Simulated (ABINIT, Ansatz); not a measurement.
**TaAl (Pm-3m): from the cell to the phonon bands**

How does TaAl (Pm-3m) vibrate, and is this structure a minimum?

Program: ABINIT 10.8.3. Level of theory: DFT PBEsol, scalar-relativistic, plane waves, PseudoDojo norm-conserving pseudopotentials. Results are calculated unless marked as measured.

The structure was built from a prototype and need not be the compound's stable phase.

## 1. The starting structure

It takes space group Pm-3m (No. 221, cubic). Conventional cell: a = 3.197 Å, b = 3.197 Å, c = 3.197 Å, α = 90.00°, β = 90.00°, γ = 90.00°. Nearest to Al lie 8 Ta at 2.77 Å. Nearest to Ta lie 8 Al at 2.77 Å. Farther neighbours are not listed.

## 2. Relaxation

The harmonic expansion needs vanishing forces, and a free crystal bears no stress, so cell and atoms are brought to rest. Stress is more sensitive to the basis than forces are: the last 3 Ha under the cutoff are smoothed with ecutsm, and the cutoff is raised above that of the later runs.

The starting cell comes from a relaxation made beforehand in Ansatz (PBEsol, PseudoDojo NC).

The input, relax.abi:

```
# relaxation
ionmov 2
optcell 2
dilatmx 1.08
ntime 40
tolmxf 1.0d-05
tolvrs 1.0d-14
prtwf 0
prtden 0
chksymtnons 0

# basis, mesh and filling
ecut 32.0
ecutsm 3.0
ngkpt 8 8 8
nshiftk 1
shiftk 0.0 0.0 0.0
istwfk *1
occopt 6
tsmear 0.01
nband 14
nstep 100
diemac 1000000.0
prtebands 0
prtgsr 0
useylm 1

# cell and atoms
acell 6.040669042 6.040669042 6.040669042
rprim 
    1.0 0.0 0.0
    0.0 1.0 0.0
    0.0 0.0 1.0
ntypat 2
znucl 13 73
natom 2
typat 1 2
xred 
    0.0 0.0 0.0
    0.5 0.5 0.5
pp_dirpath "./pseudo"
pseudos "Al.upf, Ta.upf"
```

On the command line:

```bash
$ OMP_NUM_THREADS=1 mpirun -n 4 abinit relax.abi > relax.log
```

Numbers of over 12 decimals in the logs are rounded to 6 here.

relax.abo, the main output file:

```text
[banners, grids, parts of the stress and lines that vanish by symmetry left out]
- input  file    -> relax.abi
- output file    -> relax.abo
- root for input  files -> relaxi
[...]
Symmetries : space group Pm -3 m (#221); Bravais cP (primitive cubic)
[...]
mpw =        2440          nfft =       46656          nkpt =          35
[...]
== DATASET  1 ==================================================================
[...]
cutoff_energies: {ecut:  32.0, pawecutdg:  -1.0, }
[...]
ETOT  1  -67.352307450833    -6.735E+01 1.022E-01 2.622E+01
 ETOT  2  -67.393262587176    -4.096E-02 2.177E-02 8.074E+00
 ETOT  3  -67.394474389030    -1.212E-03 1.058E-02 3.248E-02
 ETOT  4  -67.394478741437    -4.352E-06 5.150E-03 9.856E-05
 ETOT  5  -67.394478755370    -1.393E-08 9.331E-03 4.749E-07
[...]
At SCF step    9       vres2   =  5.22E-16 < tolvrs=  1.00E-14 =>converged.
[...]
sigma(1 1)=  2.64383451E-06  sigma(3 2)=  0.00000000E+00
  sigma(2 2)=  2.64383451E-06  sigma(3 1)=  0.00000000E+00
  sigma(3 3)=  2.64383451E-06  sigma(2 1)=  0.00000000E+00
[...]
convergence: {deltae:  1.393E-12, res2:  5.216E-16, residm:  2.555E-04, diffor: null, }
etotal    :  -6.73944788E+01
[...]
ETOT  1  -67.394477893523    -6.739E+01 1.138E-04 6.324E-03
[...]
At SCF step    7       vres2   =  1.87E-16 < tolvrs=  1.00E-14 =>converged.
[...]
sigma(1 1)=  1.33957048E-06  sigma(3 2)=  0.00000000E+00
  sigma(2 2)=  1.33957048E-06  sigma(3 1)=  0.00000000E+00
  sigma(3 3)=  1.33957048E-06  sigma(2 1)=  0.00000000E+00
[...]
convergence: {deltae:  5.116E-13, res2:  1.868E-16, residm:  5.281E-05, diffor: null, }
etotal    :  -6.73944789E+01
[...]
ETOT  1  -67.394477878090    -6.739E+01 4.071E-05 6.662E-03
[...]
ETOT  6  -67.394478896090     9.521E-13 1.798E-05 4.213E-14
 ETOT  7  -67.394478896088     1.677E-12 1.610E-05 1.878E-16
 At SCF step    7       vres2   =  1.88E-16 < tolvrs=  1.00E-14 =>converged.
[...]
sigma(1 1)= -7.83595053E-10  sigma(3 2)=  0.00000000E+00
  sigma(2 2)= -7.83595051E-10  sigma(3 1)=  0.00000000E+00
  sigma(3 3)= -7.83595047E-10  sigma(2 1)=  0.00000000E+00
[...]
convergence: {deltae:  1.677E-12, res2:  1.878E-16, residm:  1.610E-05, diffor: null, }
etotal    :  -6.73944789E+01
[...]
At Broyd/MD step   3, gradients are converged :
[...]
sigma(1 1)= -7.83595053E-10  sigma(3 2)=  0.00000000E+00
  sigma(2 2)= -7.83595051E-10  sigma(3 1)=  0.00000000E+00
  sigma(3 3)= -7.83595047E-10  sigma(2 1)=  0.00000000E+00
[...]
- sigma(1 1)= -2.30541624E-05  sigma(3 2)=  0.00000000E+00
- sigma(2 2)= -2.30541623E-05  sigma(3 1)=  0.00000000E+00
- sigma(3 3)= -2.30541622E-05  sigma(2 1)=  0.00000000E+00
[...]
fcart     -0.0000000000E+00 -0.0000000000E+00 -0.0000000000E+00
           strten     -7.8359505343E-10 -7.8359505083E-10 -7.8359504736E-10
================================================================================

[key lines of the parts left out:]
pressure_GPa:   2.3054E-05
Total energy (etotal) [Ha]= -6.73944788960885E+01
```

The job ended after 13 s (4 MPI ranks of AMD EPYC 9R45, shared host).

Little changed from the start: no atom moved by 0.005 Å and no cell edge by 0.1 %.

Numbers from this step:

```
volume per atom   : 16.32 Å³
pressure          : 2.31e-5 GPa
gap on the k-mesh : 0 eV
```

## 3. Self-consistent run for the response

First-order wavefunctions inherit every error of the ground state, hence the very tight tolvrs. Occupations are smeared.

The input, gs.abi:

```
# ground state
tolvrs 1.0d-16
prtden 1
prtwf 1

# basis, mesh and filling
ecut 25.0
ngkpt 8 8 8
nshiftk 1
shiftk 0.0 0.0 0.0
istwfk *1
occopt 6
tsmear 0.01
nband 14
nstep 100
diemac 1000000.0
prtebands 0
prtgsr 0
useylm 1

# cell and atoms
acell 6.039698078 6.039698078 6.039698078
rprim 
    1.0 0.0 0.0
    0.0 1.0 0.0
    0.0 0.0 1.0
ntypat 2
znucl 13 73
natom 2
typat 1 2
xred 
    0.0 0.0 0.0
    0.5 0.5 0.5
pp_dirpath "./pseudo"
pseudos "Al.upf, Ta.upf"
```

On the command line:

```bash
$ OMP_NUM_THREADS=1 mpirun -n 4 abinit gs.abi > gs.log
```

gs.abo, the main output file:

```text
[banners, grids, parts of the stress and lines that vanish by symmetry left out]
- input  file    -> gs.abi
- output file    -> gs.abo
- root for input  files -> gsi
[...]
Symmetries : space group Pm -3 m (#221); Bravais cP (primitive cubic)
[...]
mpw =        1357          nfft =       27000          nkpt =          35
[...]
== DATASET  1 ==================================================================
[...]
cutoff_energies: {ecut:  25.0, pawecutdg:  -1.0, }
[...]
ETOT  1  -67.357091920698    -6.736E+01 1.359E-01 1.608E+01
 ETOT  2  -67.392887134013    -3.580E-02 1.986E-02 5.321E+00
 ETOT  3  -67.394302990582    -1.416E-03 5.453E-03 1.370E-02
 ETOT  4  -67.394305817924    -2.827E-06 2.359E-03 1.421E-04
 ETOT  5  -67.394305860560    -4.264E-08 1.265E-03 8.968E-07
[...]
ETOT  9  -67.394305860767    -7.105E-14 1.410E-04 3.658E-16
 ETOT 10  -67.394305860768    -1.279E-12 8.416E-05 2.113E-19
 At SCF step   10       vres2   =  2.11E-19 < tolvrs=  1.00E-16 =>converged.
[...]
sigma(1 1)=  1.06988371E-05  sigma(3 2)=  0.00000000E+00
  sigma(2 2)=  1.06988371E-05  sigma(3 1)=  0.00000000E+00
  sigma(3 3)=  1.06988371E-05  sigma(2 1)=  0.00000000E+00
[...]
convergence: {deltae: -1.279E-12, res2:  2.113E-19, residm:  8.416E-05, diffor: null, }
etotal    :  -6.73943059E+01
[...]
sigma(1 1)=  1.06988371E-05  sigma(3 2)=  0.00000000E+00
  sigma(2 2)=  1.06988371E-05  sigma(3 1)=  0.00000000E+00
  sigma(3 3)=  1.06988371E-05  sigma(2 1)=  0.00000000E+00
[...]
- sigma(1 1)=  3.14770654E-01  sigma(3 2)=  0.00000000E+00
- sigma(2 2)=  3.14770654E-01  sigma(3 1)=  0.00000000E+00
- sigma(3 3)=  3.14770654E-01  sigma(2 1)=  0.00000000E+00
[...]
fcart     -0.0000000000E+00 -0.0000000000E+00 -0.0000000000E+00
           strten      1.0698837060E-05  1.0698837060E-05  1.0698837060E-05
================================================================================

[key lines of the parts left out:]
pressure_GPa:  -3.1477E-01
```

It took 4.2 s on 4 MPI ranks; 16 s of CPU time.

Numbers from this step:

```yaml
pressure: -0.3148 GPa
```

The cell stands at -0.31 GPa: the relaxation ran with a smoothed and higher cutoff, and the difference is a stress of the finite basis.

## 4. Zone-centre response

At q = 0 one unit cell holds all displacements. The response is solved for single atoms along the cell's directions, and symmetry skips those that follow from others. The crystal is treated as a metal, which screens a static field, so no field response is asked.

The input, dfpt_gamma.abi:

```

# common to the responses
getwfk_filepath "gso_WFK"
kptopt 2
nqpt 1
qpt 0.0 0.0 0.0
asr 0
chneut 0

# displacements
rfphon 1
rfatpol 1 2
rfdir 1 1 1
tolvrs 1.0d-10
prtwf 0
prtpot 1

# basis, mesh and filling
ecut 25.0
ngkpt 8 8 8
nshiftk 1
shiftk 0.0 0.0 0.0
istwfk *1
occopt 6
tsmear 0.01
nband 14
nstep 100
diemac 1000000.0
prtebands 0
prtgsr 0
useylm 1

# cell and atoms
acell 6.039698078 6.039698078 6.039698078
rprim 
    1.0 0.0 0.0
    0.0 1.0 0.0
    0.0 0.0 1.0
ntypat 2
znucl 13 73
natom 2
typat 1 2
xred 
    0.0 0.0 0.0
    0.5 0.5 0.5
pp_dirpath "./pseudo"
pseudos "Al.upf, Ta.upf"
```

On the command line:

```bash
$ OMP_NUM_THREADS=1 mpirun -n 4 abinit dfpt_gamma.abi > dfpt_gamma.log
```

dfpt_gamma.abo, the main output file:

```text
[banners, grids, parts of the stress and lines that vanish by symmetry left out]
- input  file    -> dfpt_gamma.abi
- output file    -> dfpt_gamma.abo
- root for input  files -> dfpt_gammai
- root for output files -> dfpt_gammao

 Symmetries : space group Pm -3 m (#221); Bravais cP (primitive cubic)
================================================================================
 Values of the parameters that define the memory need of the present run (RF).
     intxc =       0      iscf =       7    lmnmax =      32     lnmax =       8
     mgfft =      30  mpssoang =       4    mqgrid =    3001     natom =       2
  nloc_mem =       1    nspden =       1   nspinor =       1    nsppol =       1
      nsym =      48    n1xccc =    2501    ntypat =       2    occopt =       6
   xclevel =       2
-    mband =          14        mffmem =           1         mkmem =          65
-   mkqmem =          65        mk1mem =          65           mpw =        1357
      nfft =       27000          nkpt =         260
- my_mband =          14
================================================================================
================================================================================

--------------------------------------------------------------------------------
------------- Echo of variables that govern the present computation ------------
--------------------------------------------------------------------------------
-
- outvars: echo of selected default values
-   iomode0 =  0 , fftalg0 =312 , wfoptalg0 =  0
-
- outvars: echo of global parameters not present in the input file
-  max_nthreads =    1
-
 -outvars: echo values of preprocessed input variables
 [... echo left out ...]
================================================================================

 chkinp: Checking input parameters for consistency.

[...]
== DATASET  1 ==================================================================
-   mpi_nproc: 4, omp_nthreads: 1 (-1 if OMP is not activated)

--- !DatasetInfo
iteration_state: {dtset: 1, }
dimensions: {natom: 2, nkpt: 260, mband: 14, nsppol: 1, nspinor: 1, nspden: 1, mpw: 1357, }
cutoff_energies: {ecut:  25.0, pawecutdg:  -1.0, }
electrons: {nelect:   1.60000000E+01, charge:   0.00000000E+00, occopt:   6.00000000E+00, tsmear:   1.00000000E-02, }
meta: {optdriver: 1, rfphon: 1, }
...

 mkfilename: getwfk from: gso_WFK

 Real(R)+Recip(G) space primitive vectors, cartesian coordinates (Bohr,Bohr^-1):
 R(1)=  6.0396981  0.0000000  0.0000000  G(1)=  0.1655712  0.0000000  0.0000000
 R(2)=  0.0000000  6.0396981  0.0000000  G(2)=  0.0000000  0.1655712  0.0000000
 R(3)=  0.0000000  0.0000000  6.0396981  G(3)=  0.0000000  0.0000000  0.1655712
 Unit cell volume ucvol=  2.2031582E+02 bohr^3
 Angles (23,13,12)=  9.00000000E+01  9.00000000E+01  9.00000000E+01 degrees
 setup1 : take into account q-point for computing boxcut.

 getcut: wavevector=  0.0000  0.0000  0.0000  ngfft=  30  30  30
         ecut(hartree)=     25.000   => boxcut(ratio)=   2.20684

 getcut : COMMENT -
  Note that boxcut > 2.2 ; recall that boxcut=Gcut(box)/Gcut(sphere) = 2
  is sufficient for exact treatment of convolution.
  Such a large boxcut is a waste : you could raise ecut
  e.g. ecut=   30.438399 Hartrees makes boxcut=2

--- Pseudopotential description ------------------------------------------------
- pspini: atom type   1  psp file is ./pseudo/Al.upf

- pspini: atom type   2  psp file is ./pseudo/Ta.upf

   3.58286385E+02                                ecore*ucvol(ha*bohr**3)
--------------------------------------------------------------------------------

 ==>  initialize data related to q vector <==

 The list of irreducible perturbations for this q vector is:
    1)    idir= 1    ipert=   1
    2)    idir= 1    ipert=   2

[...]
The perturbation idir=   2  ipert=   1 is
 symmetric of a previously calculated perturbation.
 So, its SCF calculation is not needed.

 The perturbation idir=   3  ipert=   1 is
 symmetric of a previously calculated perturbation.
 So, its SCF calculation is not needed.

 The perturbation idir=   2  ipert=   2 is
 symmetric of a previously calculated perturbation.
 So, its SCF calculation is not needed.

 The perturbation idir=   3  ipert=   2 is
 symmetric of a previously calculated perturbation.
 So, its SCF calculation is not needed.

--------------------------------------------------------------------------------
 Perturbation wavevector (in red.coord.)   0.000000  0.000000  0.000000
 Perturbation : displacement of atom   1   along direction   1
 Found     8 symmetries that leave the perturbation invariant.

[...]
dfpt_looppert : total number of electrons, from k and k+q
  fully or partially occupied states are    1.600000E+01 and    1.600000E+01.
 Initialisation of the first-order wave-functions :
  ireadwf=   0

--- !BeginCycle
iteration_state: {dtset: 1, }
solver: {iscf: 7, nstep: 100, nline: 4, wfoptalg: 0, }
tolerances: {tolvrs: 1.00E-10, }
...

     iter   2DEtotal(Ha)        deltaE(Ha) residm    vres2
-ETOT  1   3.260773     -2.063E+01 4.695E-01 9.368E+02
 ETOT  2   2.836065     -4.247E-01 7.931E-03 1.624E+01
 ETOT  3   2.827238     -8.827E-03 4.404E-04 2.440E-01
 ETOT  4   2.827043     -1.952E-04 1.873E-05 1.485E-03
 ETOT  5   2.827042     -1.194E-06 8.709E-07 3.734E-06
[...]
At SCF step    8       vres2   =  3.19E-11 < tolvrs=  1.00E-10 =>converged.
[...]
Mean square residual over all n,k,spin=   10.246E-13; max=  25.514E-11

 Thirteen components of 2nd-order total energy (hartree) are
 1,2,3: 0th-order hamiltonian combined with 1st-order wavefunctions
     kin0=   1.75541087E+01 eigvalue=  -2.21581912E+00  local=  -1.04762687E+01
 4,5,6: 1st-order hamiltonian combined with 1st and 0th-order wfs
 loc psp =  -1.31586724E-01  Hartree=   3.59337285E+00     xc=  -1.35783961E+00
 note that "loc psp" includes a xc core correction that could be resolved
 7,8,9: eventually, occupation + non-local contributions
    edocc=   1.69654641E+00     enl0=   1.22671466E+01   enl1=  -4.19909076E+01
 1-9 gives the relaxation energy (to be shifted if some occ is /=2.0)
   erelax=  -2.10612472E+01
 10,11,12 Non-relaxation  contributions : frozen-wavefunctions and Ewald
 fr.local=  -3.02233220E+01 fr.nonlo=   2.78752866E+01  Ewald=   2.70481762E+01
 13,14 Frozen wf xc core corrections (1) and (2)
 frxc 1  =  -2.88654513E+00  frxc 2 =   2.07469321E+00
 Resulting in :
 2DEtotal=    0.2827041686E+01 Ha. Also 2DEtotal=    0.769277232381E+02 eV
    (2DErelax=   -2.1061247247E+01 Ha. 2DEnonrelax=    2.3888288933E+01 Ha)
    (  non-var. 2DEtotal :    2.8270417472E+00 Ha)

[...]
Perturbation wavevector (in red.coord.)   0.000000  0.000000  0.000000
 Perturbation : displacement of atom   2   along direction   1
 Found     8 symmetries that leave the perturbation invariant.

--------------------------------------------------------------------------------

--------------------------------------------------------------------------------

 dfpt_looppert : total number of electrons, from k and k+q
  fully or partially occupied states are    1.600000E+01 and    1.600000E+01.
 Initialisation of the first-order wave-functions :
  ireadwf=   0

--- !BeginCycle
iteration_state: {dtset: 1, }
solver: {iscf: 7, nstep: 100, nline: 4, wfoptalg: 0, }
tolerances: {tolvrs: 1.00E-10, }
...

     iter   2DEtotal(Ha)        deltaE(Ha) residm    vres2
-ETOT  1   3.599630     -1.595E+03 5.624E+00 8.940E+02
[...]
ETOT  8   2.831493      8.640E-12 7.100E-09 1.169E-10
 ETOT  9   2.831493      6.821E-12 4.151E-10 1.251E-13

 At SCF step    9       vres2   =  1.25E-13 < tolvrs=  1.00E-10 =>converged.
[...]
Mean square residual over all n,k,spin=   77.890E-14; max=  41.510E-11

 Thirteen components of 2nd-order total energy (hartree) are
 1,2,3: 0th-order hamiltonian combined with 1st-order wavefunctions
     kin0=   9.42400243E+02 eigvalue=   1.12646019E+02  local=  -6.30170556E+02
 4,5,6: 1st-order hamiltonian combined with 1st and 0th-order wfs
 loc psp =  -2.22633033E+03  Hartree=   5.22217206E+02     xc=  -9.69358279E+01
 note that "loc psp" includes a xc core correction that could be resolved
 7,8,9: eventually, occupation + non-local contributions
    edocc=   2.66022742E+02     enl0=   4.79755202E+02   enl1=  -9.65539723E+02
 1-9 gives the relaxation energy (to be shifted if some occ is /=2.0)
   erelax=  -1.59593503E+03
 10,11,12 Non-relaxation  contributions : frozen-wavefunctions and Ewald
 fr.local=   1.04924811E+03 fr.nonlo=   4.82055415E+02  Ewald=   2.70481762E+01
 13,14 Frozen wf xc core corrections (1) and (2)
 frxc 1  =  -1.60601821E+02  frxc 2 =   2.01016640E+02
 Resulting in :
 2DEtotal=    0.2831493129E+01 Ha. Also 2DEtotal=    0.770488531761E+02 eV
    (2DErelax=   -1.5959350282E+03 Ha. 2DEnonrelax=    1.5987665214E+03 Ha)
    (  non-var. 2DEtotal :    2.8314931716E+00 Ha)

[...]
---- first-order wavefunction calculations are completed ----

 ==> Compute Derivative Database <==

 [... matrices left out ...]
  Phonon wavevector (reduced coordinates) :  0.00000  0.00000  0.00000
 Phonon energies in Hartree :
   1.949515E-05  1.949515E-05  1.949515E-05  1.345605E-03  1.345605E-03
   1.345605E-03
 Phonon frequencies in cm-1    :
-  4.278691E+00  4.278691E+00  4.278691E+00  2.953261E+02  2.953261E+02
-  2.953261E+02

== END DATASET(S) ==============================================================
================================================================================

 -outvars: echo values of variables after computation
            acell      6.0396980780E+00  6.0396980780E+00  6.0396980780E+00 Bohr
           etotal      2.8314931286E+00
            fcart      0.0000000000E+00  0.0000000000E+00  0.0000000000E+00
           strten      0.0000000000E+00  0.0000000000E+00  0.0000000000E+00
================================================================================
```

It took 11 s on 4 MPI ranks.

Numbers from this step:

* largest acoustic frequency at the zone centre before the sum rule: 4.28 cm⁻¹
* highest optical zone-centre mode (no LO-TO term): 295.3 cm⁻¹
* lowest optical zone-centre mode: 295.3 cm⁻¹

The acoustic modes at Γ come out as far as 4.3 cm⁻¹ from zero, where they should vanish, a small numerical error.

(Continued in part 2 of 3.)

[Host names and launcher messages were left out of these logs when they were recorded.]

[Logs are printed without paths, hosts, clocks, repeated set-up lines and the standing remarks that a program may print on its own settings, such as how far it seeks lower states.]

[Hosts, paths, dates, database ids (printed as entryN), source tags and the programs' standing remarks are cut or masked in the printed files.]
